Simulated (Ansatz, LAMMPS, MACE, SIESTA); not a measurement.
## Amorphous Zn22Hg13S35 (70 atoms) in other programs, against a plane-wave reference

How near do other programs and methods come to a plane-wave reference for amorphous Zn22Hg13S35 (70 atoms)? A plane-wave run serves as the reference.

Calculated with Ansatz 0.2.0; Kohn-Sham DFT, PBE, PAW, plane waves.

### 1. The starting structure

The cell holds 70 atoms: 22 Zn, 13 Hg and 35 S. Cell: a = 11.581 Å, b = 11.581 Å, c = 11.581 Å, α = 90.0°, β = 90.0°, γ = 90.0°. 70 atoms (22 Zn, 13 Hg, 35 S) placed at random at 5.53 g/cm³, melted at 2500 K for 10 ps at fixed volume with the Stillinger-Weber II-VI potential (Zhou et al., Phys. Rev. B 88, 085309 (2013)). Quenched from 2500 K to 500 K at 100 K/ps and fixed volume, held 5 ps.

### 2. Plane-wave reference

The PAW files are the set soft_2.

The input, input.yaml:

```yaml
crystal:
  lattice:
    - [11.5811, 0.0, 0.0]
    - [0.0, 11.5811, 0.0]
    - [0.0, 0.0, 11.5811]
  atoms:
    - { symbol: Zn, position: [0.7127, 0.66821, 0.54209] }
    - { symbol: Zn, position: [0.8064, 0.51322, 0.28563] }
    - { symbol: Zn, position: [0.45778, 0.18141, 0.91387] }
    - { symbol: Zn, position: [0.78884, 0.88114, 0.71613] }
    [... 60 atom lines left out ...]
    - { symbol: S, position: [0.01504, 0.46251, 0.32186] }
    - { symbol: S, position: [0.24324, 0.90662, 0.33427] }
    - { symbol: S, position: [0.84952, 0.41698, 0.83356] }
    - { symbol: S, position: [0.02461, 0.73035, 0.26805] }
    - { symbol: S, position: [0.60002, 0.84427, 0.59858] }
    - { symbol: S, position: [0.79931, 0.18689, 0.17393] }
kpoints:
  mp_grid: { grid: [1, 1, 1] }
hamiltonian:
  xc: pbe
scf:
  occupations: { method: fermi_dirac, width: 0.05 }
output:
  forces: true
  eigenvalues: true
```

Launch:

```sh
> ansatz run input.yaml --threads 16 --pin off --max-ram 31232MiB --backend cpu --events-out ev --progress --plain --runs-dir out
```

Log:

```text
[...]
Pseudopotentials: kind: paw
Pseudopotential: Zn, paw, valence charge 12, recommended cutoff 420 eV (normal), Zn.paw.azcp
Pseudopotential: Hg, paw, valence charge 20, recommended cutoff 420 eV (normal), Hg.paw.azcp
Pseudopotential: S, paw, valence charge 6, recommended cutoff 420 eV (normal), S.paw.azcp
[... 5 lines on functional and potentials left out ...]
Crystal: 70 atoms, lattice volume = 1553.279 Å³
Basis set: ecut = 420 eV, 30551 PW (Γ), exchange–correlation on 160×160×160 points (8 copies of the dense FFT grid, shifted against one another)
Bands: 441, of which v1, the nominal top of the filled ones, is band 367 counted from 1 (366 counted from 0)
Symmetry: 1 space group operations
Space group: P1 (ITA 1), of the structure as read, at distance tolerance 1.2e-4 Å
k-points: 1
[... 7 lines on functional and potentials left out ...]
Initial density: superposition of atomic densities (neutral atoms: chi_scale 0, normalization atom), corrected by the library's trained network
Initial wavefunctions: pseudopotential atomic-orbital guess
[...]
SCF iter   1: F=—  HF=-284177.388754 eV  |F-HF|=—  |Δ(HF+E_count)|=         —  Δρ=4.43e-3  dr2=1.21e0  ethr=1.77e-3  ⟨swp⟩=6.0  Hψ=1590  notcnv=0  defer=14
preconditioner: auto → LDOS  [metal: Δε(μ)=0.072 eV  Ē_g=9.540 eV  σ=0.050 eV  W_gap=0.34  n_scr=364 (ndim 8)  ℏωp=23.6 eV  f_vac=0.046  D(μ)=22.19/eV (n_scr^D=92)  β→1.0]
[...]
SCF iter  12: F=—  HF=-284177.244009 eV  |F-HF|=—  |Δ(HF+E_count)|=   6.27e-8  Δρ=2.30e-6  dr2=1.75e-7  ethr=1.23e-10  ⟨swp⟩=2.0  Hψ=662  notcnv=0  defer=60
SCF iter  13: F=-284177.244009 eV  HF=-284177.244009 eV  |F-HF|=3.88e-8  |Δ(HF+E_count)|=   1.38e-8  Δρ=1.24e-6  dr2=4.47e-8  ethr=1.36e-11  ⟨swp⟩=10.0  Hψ=2061  notcnv=0
SCF 1 converged in 13 iterations: F = -284177.244009 eV  dr2 = 4.47e-8
[...]
SCF converged after 13 iterations
Free energy (F): -284177.244009 eV
Harris-Foulkes:  -284177.244009 eV  (|F-HF|=3.88e-8)
Internal energy: -284177.033645 eV  (E = F + TS)
E sigma→0 (E₀):  -284177.138827 eV
Entropy (-TS):   -0.210364 eV (-3.005 meV/atom)
Fermi energy:    6.862409 eV
--- Per-component energies (eV) ---
[...]
Σ components = -284177.244009   (vs F -284177.244009, Δ=0.00e0)
--- Forces (eV/Å), atoms counted from 1 ---
  atom   1  Zn    -0.05356451     0.05974796     0.17112400
  atom   2  Zn     0.32505758     0.39657361    -0.91222931
  atom   3  Zn    -0.70951176     0.26705122     0.45434125
  atom   4  Zn    -0.76498772     0.16042197    -0.13607216
[...]
atom  70  S      0.08534881     0.44422573    -0.12302617
  max |Σ_I F_I| component: 1.85e-5 eV/Å
--- Band table (eV) ---
  k-point 0: bands = ["-107.7309", "-107.6097", "-107.5592", "-107.5382", [... 425 levels ...], "12.4313", "12.4838", "12.5148", "12.5751", "12.6360", "12.6528", "12.6882", "12.7814", "12.8256", "12.8932", "12.9321", "12.9868"]
```

Wall time 13 s (16 threads of Arm Neoverse N1, shared host); peak memory 2.4 GiB; 3.2 min of CPU time.

Read from the output:

```
free energy                             : -284177.2440 eV
free energy per atom                    : -4059.6749 eV/atom
SCF cycles                              : 13
r.m.s. force component                  : 0.4684 eV/Å
longest force                           : 1.667 eV/Å
Fermi energy                            : 6.862 eV
levels partly filled by over 2 per cent : 5
```

Length of the force by element:

```csv
element,coordination,atoms,mean length of the force (eV/Å),spread,least,most
Hg,all,13,0.566,0.3,0.12,1.05
S,all,35,0.890,0.371,0.223,1.67
Zn,all,22,0.555,0.256,0.189,1.05
```

The levels nearest the highest filled one (over half full), pooled over k-points and spins:

```csv
level less the highest filled one (eV),occupation
-0.316,2.00
-0.293,2.00
-0.215,1.99
-0.153,1.96
-0.0505,1.71
0,1.36
0.0483,0.898
0.207,0.066
0.260,0.023
0.446,0.001
0.503,0
0.840,0
```

### 3. The ladder

The programs:
- MACE: machine-learned potential, published weights.
- SIESTA 5.4.2: numerical atomic orbitals, whose automatically made sets are far from complete, with PseudoDojo norm-conserving potentials that we converted to its format (checked against plane waves on the same files for H, C, O, Si, Ge and Ca alone); labels give functional, basis size, energy shift and mesh cutoff.

All use the same cell and atoms; the electronic-structure runs use the same k-mesh, and an electronic temperature of 580 K (0.05 eV) where levels are smeared.

Differences are against the plane-wave reference, forces as r.m.s. over components; share is that over the reference's r.m.s. force, slope the least-squares factor from reference forces to these. Total energies of different programs have different zeros and aren't compared.

```csv
run,"Δ force, r.m.s. (meV/Å)",share (%),slope,cores,CPU time,memory (GiB)
reference,-,-,-,16,3.2 min,2.4
MACE MP-0b2 small potential,186,39.8,0.908,4,13 s,0.67
"SIESTA PBE, DZP, shift 0.01 Ry, mesh 350 Ry",125,26.6,1.016,4,6.7 min,1.7
"SIESTA PBE, SZ, shift 0.02 Ry, mesh 350 Ry (coarse)",1447,309,1.731,4,3.9 min,1.1
```

Rows marked coarse were listed beforehand as settings not expected to be converged; some can still land near the reference.

Times of the machine-learned potentials are mostly Python's start and the loading of weights.

CPU time is summed over cores on a shared host, where runs went side by side, so it is rough. Symmetry, cutoffs, thresholds, outputs and thread counts weren't matched or tuned between programs; memory under MPI is the largest rank's times the ranks.

### 4. Summary of results

| Item | Value |
| --- | --- |
| reference r.m.s. force component | 0.468 eV/Å |
| nearest in forces | SIESTA PBE, DZP, shift 0.01 Ry, mesh 350 Ry, 27 % |
| farthest in forces | SIESTA PBE, SZ, shift 0.02 Ry, mesh 350 Ry (coarse), 309 % |
| cheapest electronic-structure run beside the reference | SIESTA PBE, SZ, shift 0.02 Ry, mesh 350 Ry, 3.9 min of CPU time |

**Reading.** The PBE run in local orbitals, coarse settings apart, differs by 27 % (SIESTA PBE, DZP, shift 0.01 Ry, mesh 350 Ry); basis, grid and potentials can all enter. Machine-learned potentials differ by 40 % (MACE MP-0b2 small potential); they were trained on other programs' data. Runs with settings chosen to be coarse differ by 309 % (SIESTA PBE, SZ, shift 0.02 Ry, mesh 350 Ry), their programs' other errors included. None of the electronic-structure runs in the table takes under half the reference's CPU time of 3.2 min; they take 1.2 to 2.1 times as much. In the reference: counting bands leaves a spacing of only 0.048 eV (at Γ alone), which the smearing bridges: 5 levels are partly filled by over 2 %, so a gap, if any, is small at this level. The potentials hold different valence shells: 734 electrons in the reference, 910 in SIESTA; this bears on time and differences. Machine-learned potentials mimic data converged in k, so the reference's own k-point error enters their differences. The quench rate of 100 K/ps is many orders above laboratory rates, so the cell is likely richer in defects and strain than a real sample. The network of bonds at the start is that of the classical potential that made the cell, and needn't be the one that DFT or experiment would give. The electronic-structure runs sample only Γ, in a cell whose shortest periodic width is 12 Å, which is coarse for a cell with partly filled levels. Spin–orbit coupling is left out, which matters for the levels of the heavy elements.

[Also dropped from logs without a mark: logging warnings of Python, and SIESTA's first energy breakdown and zero terms.]

[Logs are printed without paths, hosts, clocks, repeated set-up lines and the standing remarks that a program may print on its own settings, such as how far it seeks lower states.]

[Hosts, paths, dates, database ids (printed as entryN), source tags and the programs' standing remarks are cut or masked in the printed files.]
